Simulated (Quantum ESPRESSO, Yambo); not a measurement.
An input for Yambo 5.3.0 (InF3 (R-3c)):

```
HF_and_locXC
gw0
dyson
ppa
em1d
rim_cut
RandQpts= 1000000
RandGvec= 1 RL
EXXRLvcs= 80 Ry
VXCRLvcs= 320 Ry
Chimod= "HARTREE"
% BndsRnXp
 1 | 96 |
%
NGsBlkXp= 5 Ry
% LongDrXp
 1 | 1 | 1 |
%
% GbndRnge
 1 | 96 |
%
DysSolver= "n"
ExtendOut
PPAPntXp= 27.21138 eV
% QPkrange
 7 | 7 | 41 | 44 |
 1 | 1 | 41 | 44 |
%
```

```sh
OMP_NUM_THREADS=2 mpirun -n 4 yambo -F gw1.in -J gw1 -C gw1 > gw1.log
```

The stored states that it reads are on a 4×4×4 mesh. Symmetry: R-3c, No. 167, trigonal system. Conventional cell: a = 5.204 Å, b = 5.204 Å, c = 14.723 Å, α = 90.00°, β = 90.00°, γ = 120.00°. Nearest to In lie 6 F at 2.08 Å. Nearest to F lie 2 In at 2.08 Å. Farther neighbours and most contacts between anions are not listed.

Estimate wall time and host memory on 4 MPI ranks of Arm Neoverse V2, shared host.

It took 3.8 min; on shared hardware allow 1.9 min to 7.6 min. Peak host memory was 6.3 GiB.

The screening grows as filled bands × empty bands × pairs of k points, times the square of the screening basis for the matrix.

[Paths, hosts, dates, memory and timing lines, banners, echoed tables and standing remarks are left out of the program output.]

[Logs are printed without paths, hosts, clocks, repeated set-up lines and the standing remarks that a program may print on its own settings, such as how far it seeks lower states.]

[Runs of the session that timed out or met a known fault of the program may be left out.]

[Hosts, paths, dates, database ids (printed as entryN), source tags and the programs' standing remarks are cut or masked in the printed files.]
